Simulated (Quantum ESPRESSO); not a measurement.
**CuNi3 with and without spin polarisation**

Aim: the moments that CuNi3 holds when they start parallel.

Main program and level: Quantum ESPRESSO 7.5; PBE; plane waves with GBRV 1.5 PBE potentials, no spin-orbit coupling.

**1. Starting point**

Symmetry: Pmma, No. 51, orthorhombic system. Conventional cell: a = 3.547 Å, b = 3.547 Å, c = 7.093 Å, α = 90.00°, β = 90.00°, γ = 90.00°. Ni has 6 Ni at 2.51 Å and 6 Cu at 2.51 Å nearest. Nearest to Cu lie 10 Ni at 2.51 Å and 2 Cu at 2.51 Å. Ni has 10 Ni at 2.51 Å and 2 Cu at 2.51 Å nearest. Ni has 10 Ni at 2.51 Å and 2 Cu at 2.51 Å nearest. Farther neighbours are not listed.

The cell was typed by rule, not taken from a database of measured structures.

**2. Run 1 (ferro ++++++)**

The signs are those of the starting moments on the seeded atoms, the atoms that are given a moment.

Input file pw.in:

```
&CONTROL
  calculation = 'scf'
  prefix = 'pwscf'
  outdir = './tmp'
  pseudo_dir = './pseudo'
  disk_io = 'nowf'
/
&SYSTEM
  ibrav = 0
  celldm(1) = 8
  nat = 8
  ntyp = 2
  ecutwfc = 40
  ecutrho = 280
  nbnd = 91
  occupations = 'smearing'
  smearing = 'fd'
  degauss = 0.00367493
  nspin = 2
  starting_magnetization(1) = 0.0389
  starting_magnetization(2) = 0
/
&ELECTRONS
  conv_thr = 1.6d-08
  electron_maxstep = 150
  mixing_beta = 0.3
/
ATOMIC_SPECIES
Ni     58.6934 ni_pbe_v1.4.uspp.F.UPF
Cu     63.5460 cu_pbe_v1.2.uspp.F.UPF
CELL_PARAMETERS alat
   0.8377982665646    0.0000000000000    0.0000000000000
   0.0000000000000    0.8377982665646    0.0000000000000
   0.0000000000000    0.0000000000000    1.6755965331291
ATOMIC_POSITIONS crystal
Ni      0.0000000000    0.0000000000    0.0000000000
Cu      0.5000000000    0.5000000000    0.0000000000
Ni      0.5000000000    0.0000000000    0.2500000000
Cu      0.0000000000    0.5000000000    0.2500000000
Ni      0.0000000000    0.0000000000    0.5000000000
Ni      0.5000000000    0.5000000000    0.5000000000
Ni      0.5000000000    0.0000000000    0.7500000000
Ni      0.0000000000    0.5000000000    0.7500000000
K_POINTS automatic
9 9 5 0 0 0
```

Command:

```sh
$ OMP_NUM_THREADS=1 mpirun -n 4 pw.x -nk 4 -in pw.in > pw.out
```

Output:

```text
Program PWSCF v.7.5 starts

     Message from routine setup:
     using ibrav=0 with symmetry is DISCOURAGED, use correct ibrav instead

     K-points division:     npool     =       4
     Subspace diagonalization in iterative solution of the eigenvalue problem:

     G-vector sticks info
     --------------------
     sticks:   dense  smooth     PW     G-vecs:    dense   smooth      PW
     Sum         997     577    177                47691    20669    3429

     Using Slab Decomposition

     bravais-lattice index     =            0
     lattice parameter (alat)  =       8.0000  a.u.
     unit-cell volume          =     602.1689 (a.u.)^3
     number of atoms/cell      =            8
     number of atomic types    =            2
     number of electrons       =       146.00
     number of Kohn-Sham states=           91
     kinetic-energy cutoff     =      40.0000  Ry
     charge density cutoff     =     280.0000  Ry
     scf convergence threshold =      1.6E-08
     mixing beta               =       0.3000
     number of iterations used =            8  plain     mixing
     Exchange-correlation= SLA  PW   PBE  PBE
                           (   1   4   3   4   0   0   0)

     celldm(1)=   8.000000  celldm(2)=   0.000000  celldm(3)=   0.000000
     celldm(4)=   0.000000  celldm(5)=   0.000000  celldm(6)=   0.000000

     crystal axes: (cart. coord. in units of alat)
               a(1) = (   0.837798   0.000000   0.000000 )
               a(2) = (   0.000000   0.837798   0.000000 )
               a(3) = (   0.000000   0.000000   1.675597 )

     reciprocal axes: (cart. coord. in units 2 pi/alat)
               b(1) = (  1.193605  0.000000  0.000000 )
               b(2) = (  0.000000  1.193605  0.000000 )
               b(3) = (  0.000000  0.000000  0.596802 )

     PseudoPot. # 1 for Ni read from file:
     ni_pbe_v1.4.uspp.F.UPF
     Pseudo is Ultrasoft + core correction, Zval = 18.0
     Generated by new atomic code, or converted to UPF format
     Using radial grid of  865 points,  6 beta functions with:
                l(1) =   0
                l(2) =   0
                l(3) =   1
                l(4) =   1
                l(5) =   2
                l(6) =   2
     Q(r) pseudized with 10 coefficients,  rinner =    0.980   0.980   0.980
                                                       0.980   0.980

     PseudoPot. # 2 for Cu read from file:
     cu_pbe_v1.2.uspp.F.UPF
     Pseudo is Ultrasoft + core correction, Zval = 19.0
     Generated by new atomic code, or converted to UPF format
     Using radial grid of  867 points,  6 beta functions with:
                l(1) =   0
                l(2) =   0
                l(3) =   1
                l(4) =   1
                l(5) =   2
                l(6) =   2
     Q(r) pseudized with  8 coefficients,  rinner =    1.150   1.150   1.150
                                                       1.150   1.150

     atomic species   valence    mass     pseudopotential
     Ni               18.00    58.69340     Ni( 1.00)
     Cu               19.00    63.54600     Cu( 1.00)

     Starting magnetic structure
     atomic species   magnetization
     Ni              0.039
     Cu              0.000

      8 Sym. Ops., with inversion, found ( 4 have fractional translation)

   Cartesian axes

     site n.     atom                  positions (alat units)
         1        Ni     tau(   1) = (   0.0000000   0.0000000   0.0000000  )
         2        Cu     tau(   2) = (   0.4188991   0.4188991   0.0000000  )
         3        Ni     tau(   3) = (   0.4188991   0.0000000   0.4188991  )
         4        Cu     tau(   4) = (   0.0000000   0.4188991   0.4188991  )
         5        Ni     tau(   5) = (   0.0000000   0.0000000   0.8377983  )
         6        Ni     tau(   6) = (   0.4188991   0.4188991   0.8377983  )
         7        Ni     tau(   7) = (   0.4188991   0.0000000   1.2566974  )
         8        Ni     tau(   8) = (   0.0000000   0.4188991   1.2566974  )

     number of k points=    75  Fermi-Dirac smearing, width (Ry)=  0.0037
                       cart. coord. in units 2pi/alat
        k(    1) = (   0.0000000   0.0000000   0.0000000), wk =   0.0024691
        k(    2) = (   0.0000000   0.0000000   0.1193605), wk =   0.0049383
        k(    3) = (   0.0000000   0.0000000   0.2387210), wk =   0.0049383
        k(    4) = (   0.0000000   0.1326228   0.0000000), wk =   0.0049383
        k(    5) = (   0.0000000   0.1326228   0.1193605), wk =   0.0098765
        [... 70 further k-points ...]

     Dense  grid:    47691 G-vectors     FFT dimensions: (  36,  36,  72)

     Smooth grid:    20669 G-vectors     FFT dimensions: (  30,  27,  60)

     Check: negative core charge=   -0.000016
     Generating pointlists ...
     new r_m :   0.2444 (alat units)  1.9550 (a.u.) for type    1
     new r_m :   0.2444 (alat units)  1.9550 (a.u.) for type    2

     Initial potential from superposition of free atoms

     starting charge     132.0000, renormalised to     146.0000
     Starting wfcs are  104 randomized atomic wfcs

     Self-consistent Calculation

     iteration #  1     ecut=    40.00 Ry     beta= 0.30
     Davidson diagonalization with overlap
     ethr =  1.00E-02,  avg # of iterations =  3.7

     total energy              =   -2790.45069521 Ry
     estimated scf accuracy    <     270.75864531 Ry

     total magnetization       =     1.51 Bohr mag/cell
     absolute magnetization    =     1.60 Bohr mag/cell

     iteration #  2     ecut=    40.00 Ry     beta= 0.30
     Davidson diagonalization with overlap
     ethr =  1.00E-02,  avg # of iterations =  6.2

     total energy              =   -2791.44765893 Ry
     estimated scf accuracy    <     713.94456990 Ry

     total magnetization       =     0.25 Bohr mag/cell
     absolute magnetization    =     0.26 Bohr mag/cell

     iteration #  3     ecut=    40.00 Ry     beta= 0.30
     Davidson diagonalization with overlap
     ethr =  1.00E-02,  avg # of iterations =  5.3

     total energy              =   -2860.99858033 Ry
     estimated scf accuracy    <      73.66579125 Ry

     total magnetization       =     3.00 Bohr mag/cell
     absolute magnetization    =     3.16 Bohr mag/cell

     [... further iterations left out ...]

     iteration # 22     ecut=    40.00 Ry     beta= 0.30
     Davidson diagonalization with overlap
     ethr =  3.10E-10,  avg # of iterations =  1.0

     total energy              =   -2867.21328762 Ry
     estimated scf accuracy    <       0.00000009 Ry

     total magnetization       =     3.23 Bohr mag/cell
     absolute magnetization    =     3.79 Bohr mag/cell

     iteration # 23     ecut=    40.00 Ry     beta= 0.30
     Davidson diagonalization with overlap
     ethr =  6.50E-11,  avg # of iterations =  1.1

     total energy              =   -2867.21328763 Ry
     estimated scf accuracy    <       0.00000009 Ry

     total magnetization       =     3.23 Bohr mag/cell
     absolute magnetization    =     3.79 Bohr mag/cell

     iteration # 24     ecut=    40.00 Ry     beta= 0.30
     Davidson diagonalization with overlap
     ethr =  6.20E-11,  avg # of iterations =  1.0

     total energy              =   -2867.21328763 Ry
     estimated scf accuracy    <       0.00000002 Ry

     total magnetization       =     3.23 Bohr mag/cell
     absolute magnetization    =     3.79 Bohr mag/cell

     iteration # 25     ecut=    40.00 Ry     beta= 0.30
     Davidson diagonalization with overlap
     ethr =  1.48E-11,  avg # of iterations =  1.3

     Magnetic moment per site  (integrated on atomic sphere of radius R)
     atom   1 (R=0.244)  charge= 16.7358  magn=  0.4867
     atom   2 (R=0.244)  charge= 17.7643  magn=  0.0199
     atom   3 (R=0.244)  charge= 16.7358  magn=  0.4867
     atom   4 (R=0.244)  charge= 17.7643  magn=  0.0199
     atom   5 (R=0.244)  charge= 16.7264  magn=  0.5954
     atom   6 (R=0.244)  charge= 16.7201  magn=  0.6198
     atom   7 (R=0.244)  charge= 16.7264  magn=  0.5954
     atom   8 (R=0.244)  charge= 16.7201  magn=  0.6198

     End of self-consistent calculation

     Number of k-points >= 100: set verbosity='high' to print the bands.

     the Fermi energy is    17.1953 ev

!    total energy              =   -2867.21328764 Ry
     estimated scf accuracy    <          5.3E-09 Ry
     smearing contrib. (-TS)   =      -0.00728460 Ry
     internal energy E=F+TS    =   -2867.20600303 Ry

     The total energy is F=E-TS. E is the sum of the following terms:
     one-electron contribution =   -1691.27604718 Ry
     hartree contribution      =     938.04499842 Ry
     xc contribution           =    -291.00228020 Ry
     ewald contribution        =   -1822.97267407 Ry

     total magnetization       =     3.23 Bohr mag/cell
     absolute magnetization    =     3.79 Bohr mag/cell

     convergence has been achieved in  25 iterations

=------------------------------------------------------------------------------=
   JOB DONE.
=------------------------------------------------------------------------------=
```

The job ended after 5.4 min (4 MPI ranks of AMD EPYC 7B13 (Zen 3), shared host; peak memory 1 GiB; 21 min of CPU time).

Spin moment in the atom's sphere by atom:

```tsv
atom	spin moment in the atom's sphere (μB)
Ni1	0.487
Cu2	0.020
Ni3	0.487
Cu4	0.020
Ni5	0.595
Ni6	0.620
Ni7	0.595
Ni8	0.620
```

Numbers from this step:

```
smearing term TS       : 0.09911 eV
magnetization          : 3.225 μB
absolute magnetization : 3.788 μB
final state            : ferromagnetic
```

Spin density in the ac plane at fractional y = 0.500, with atoms of Cu and Ni within 0.2 Å of it.

Ten even steps from '0' (0.0 e/Å³) to '9' (1.9 e/Å³), each cell a mean:
```
00000000000000
00000000000000
00000000000000
00000000000000
42000000000002
95100000000016
63000000000013
10000000000000
00000000000000
00000000000000
00000024200000
00000169510000
00000136300000
00000001000000
00000000000000
00000000000000
00000000000000
00000000000000
00000000000000
00000000000000
00000000000000
00000000000000
00000000000000
00000000000000
```
Columns run along a (3.5 Å), rows up along c (7.1 Å). Atoms in or near the plane, at fractional coordinates: Cu at (0.50, 0.00), Cu at (0.00, 0.25), Ni at (0.50, 0.50), Ni at (0.00, 0.75).

Valence density in the ac plane at fractional y = 0.500, with atoms of Cu and Ni within 0.2 Å of it. It is the smooth field of the valence electrons, not physical close to the nuclei.

Values in e/Å³, 24 rows by 14 columns, each cell a mean:
```
 0  0  0  0  1  7 24 39 20  5  1  0  0  0
 0  0  0  0  1  2  5  8  5  2  1  0  0  0
 1  0  0  0  0  0  1  1  1  0  0  0  0  1
 3  2  1  0  0  0  0  0  0  0  0  0  1  2
24 14  4  1  0  0  0  0  0  0  0  1  5 17
38 28  8  1  0  0  0  0  0  0  0  2 11 32
31 19  5  1  0  0  0  0  0  0  0  1  7 23
 8  5  2  1  0  0  0  0  0  0  0  1  2  6
 1  1  0  0  0  0  1  1  0  0  0  0  0  1
 0  0  0  0  0  1  2  3  2  1  0  0  0  0
 0  0  0  0  1  5 17 24 14  4  1  0  0  0
 0  0  0  0  2 11 32 38 28  8  1  0  0  0
 0  0  0  0  1  7 23 31 19  5  1  0  0  0
 0  0  0  0  1  2  6  8  5  2  1  0  0  0
 1  0  0  0  0  0  1  1  1  0  0  0  0  1
 3  2  1  0  0  0  0  0  0  0  0  0  1  2
28 14  4  1  0  0  0  0  0  0  0  1  5 17
68 34  8  1  0  0  0  0  0  0  0  2 10 41
39 20  5  1  0  0  0  0  0  0  0  1  7 24
 8  5  2  1  0  0  0  0  0  0  0  1  2  5
 1  1  0  0  0  0  1  1  0  0  0  0  0  1
 0  0  0  0  0  1  2  3  2  1  0  0  0  0
 0  0  0  0  1  5 17 28 14  4  1  0  0  0
 0  0  0  0  2 10 41 68 34  8  1  0  0  0
```
Columns run along a (3.5 Å), rows up along c (7.1 Å). Atoms in or near the plane, at fractional coordinates: Cu at (0.50, 0.00), Cu at (0.00, 0.25), Ni at (0.50, 0.50), Ni at (0.00, 0.75).

**3. Run 2 (no spin polarisation)**

pw.in, as its differences from that of step 2:

```diff
@@ -14,3 +14,3 @@
   ecutrho = 280
-  nbnd = 91
+  nbnd = 89
   occupations = 'smearing'
@@ -18,5 +18,2 @@
   degauss = 0.00367493
-  nspin = 2
-  starting_magnetization(1) = 0.0389
-  starting_magnetization(2) = 0
 /
```

Output:

```text
[banner, memory and clock lines left out]
Program PWSCF v.7.5 starts

     Message from routine setup:
     using ibrav=0 with symmetry is DISCOURAGED, use correct ibrav instead

     bravais-lattice index     =            0
     lattice parameter (alat)  =       8.0000  a.u.
     unit-cell volume          =     602.1689 (a.u.)^3
     number of atoms/cell      =            8
     number of atomic types    =            2
     number of electrons       =       146.00
     number of Kohn-Sham states=           89
     kinetic-energy cutoff     =      40.0000  Ry
     charge density cutoff     =     280.0000  Ry
     scf convergence threshold =      1.6E-08
     mixing beta               =       0.3000
     number of iterations used =            8  plain     mixing
     Exchange-correlation= SLA  PW   PBE  PBE
                           (   1   4   3   4   0   0   0)

     celldm(1)=   8.000000  celldm(2)=   0.000000  celldm(3)=   0.000000
     celldm(4)=   0.000000  celldm(5)=   0.000000  celldm(6)=   0.000000

     crystal axes: (cart. coord. in units of alat)
               a(1) = (   0.837798   0.000000   0.000000 )
               a(2) = (   0.000000   0.837798   0.000000 )
               a(3) = (   0.000000   0.000000   1.675597 )

     reciprocal axes: (cart. coord. in units 2 pi/alat)
               b(1) = (  1.193605  0.000000  0.000000 )
               b(2) = (  0.000000  1.193605  0.000000 )
               b(3) = (  0.000000  0.000000  0.596802 )

     PseudoPot. # 1 for Ni read from file:
     ni_pbe_v1.4.uspp.F.UPF
     Pseudo is Ultrasoft + core correction, Zval = 18.0

     PseudoPot. # 2 for Cu read from file:
     cu_pbe_v1.2.uspp.F.UPF
     Pseudo is Ultrasoft + core correction, Zval = 19.0

     atomic species   valence    mass     pseudopotential
     Ni               18.00    58.69340     Ni( 1.00)
     Cu               19.00    63.54600     Cu( 1.00)

      8 Sym. Ops., with inversion, found ( 4 have fractional translation)

   Cartesian axes

     site n.     atom                  positions (alat units)
         1        Ni     tau(   1) = (   0.0000000   0.0000000   0.0000000  )
         2        Cu     tau(   2) = (   0.4188991   0.4188991   0.0000000  )
         3        Ni     tau(   3) = (   0.4188991   0.0000000   0.4188991  )
         4        Cu     tau(   4) = (   0.0000000   0.4188991   0.4188991  )
         5        Ni     tau(   5) = (   0.0000000   0.0000000   0.8377983  )
         6        Ni     tau(   6) = (   0.4188991   0.4188991   0.8377983  )
         7        Ni     tau(   7) = (   0.4188991   0.0000000   1.2566974  )
         8        Ni     tau(   8) = (   0.0000000   0.4188991   1.2566974  )

     number of k points=    75  Fermi-Dirac smearing, width (Ry)=  0.0037
                       cart. coord. in units 2pi/alat
        k(    1) = (   0.0000000   0.0000000   0.0000000), wk =   0.0049383
        k(    2) = (   0.0000000   0.0000000   0.1193605), wk =   0.0098765
        k(    3) = (   0.0000000   0.0000000   0.2387210), wk =   0.0098765
        k(    4) = (   0.0000000   0.1326228   0.0000000), wk =   0.0098765
        k(    5) = (   0.0000000   0.1326228   0.1193605), wk =   0.0197531
        [... 70 further k-points ...]

     Dense  grid:    47691 G-vectors     FFT dimensions: (  36,  36,  72)

     Smooth grid:    20669 G-vectors     FFT dimensions: (  30,  27,  60)

     Check: negative core charge=   -0.000016

     Initial potential from superposition of free atoms

     starting charge     132.0000, renormalised to     146.0000
     Starting wfcs are  104 randomized atomic wfcs

     Self-consistent Calculation

     iteration #  1     ecut=    40.00 Ry     beta= 0.30
     Davidson diagonalization with overlap
     ethr =  1.00E-02,  avg # of iterations =  3.6

     total energy              =   -2790.00325892 Ry
     estimated scf accuracy    <     271.60440513 Ry

     iteration #  2     ecut=    40.00 Ry     beta= 0.30
     Davidson diagonalization with overlap
     ethr =  1.00E-02,  avg # of iterations =  6.3

     total energy              =   -2791.43912883 Ry
     estimated scf accuracy    <     716.57712959 Ry

     [... further iterations left out ...]

     iteration # 18     ecut=    40.00 Ry     beta= 0.30
     Davidson diagonalization with overlap
     ethr =  1.10E-08,  avg # of iterations =  1.0

     total energy              =   -2867.20131894 Ry
     estimated scf accuracy    <       0.00001455 Ry

     iteration # 19     ecut=    40.00 Ry     beta= 0.30
     Davidson diagonalization with overlap
     ethr =  9.97E-09,  avg # of iterations =  1.0

     End of self-consistent calculation

     [... lines left out ...]
     the Fermi energy is    17.0595 ev

!    total energy              =   -2867.20131930 Ry
     estimated scf accuracy    <          4.1E-09 Ry
     smearing contrib. (-TS)   =      -0.01089429 Ry
     internal energy E=F+TS    =   -2867.19042501 Ry

     The total energy is F=E-TS. E is the sum of the following terms:
     one-electron contribution =   -1691.51331773 Ry
     hartree contribution      =     938.27214766 Ry
     xc contribution           =    -290.97658088 Ry
     ewald contribution        =   -1822.97267407 Ry

     convergence has been achieved in  19 iterations
```

Elapsed: 2 min, on 4 MPI ranks; peak memory 0.71 GiB; 8 min of CPU time.

Numbers from this step:

| Quantity | Value |
| --- | --- |
| smearing term TS | 0.1482 eV |
| final state | non-magnetic (no spin polarisation) |

**4. Ranking**

An order is kept where moments of 0.15 μB or more survive with the typed signs; meshes match where a doubled cell samples the same k points as the first cell.

Orders:

```tsv
start	final state	typed order kept	energy over the lowest (meV a seeded atom)	largest site moment (μB)	net moment (μB a cell of the first run)	mesh matched	CPU time (s)
ferro ++++++	ferromagnetic	yes	0	0.6198	3.225	yes	1287
no spin polarisation	non-magnetic	-	27.14	0	0	yes	482.9
```

**5. Outcome**

```
state found           : ferromagnetic (from ferro ++++++)
largest site moment   : 0.620 μB
state without moments : 27.1 meV a seeded atom higher
```

What this shows: At this level spin polarisation gains little. No opposed start was run, so this says nothing of the order that the crystal takes. The cell was built by rule and the atoms were not relaxed, which can move these energies.

[Logs and program files are shortened in this print: banners, set-up blocks, solver, clock and traceback lines can be left out without a mark of their own.]

[Logs are printed without paths, hosts, clocks, repeated set-up lines and the standing remarks that a program may print on its own settings, such as how far it seeks lower states.]

[Hosts, paths, dates, database ids (printed as entryN), source tags and the programs' standing remarks are cut or masked in the printed files.]

[Where a cell is said to come from a database of computed structures, the database is the Materials Project.]
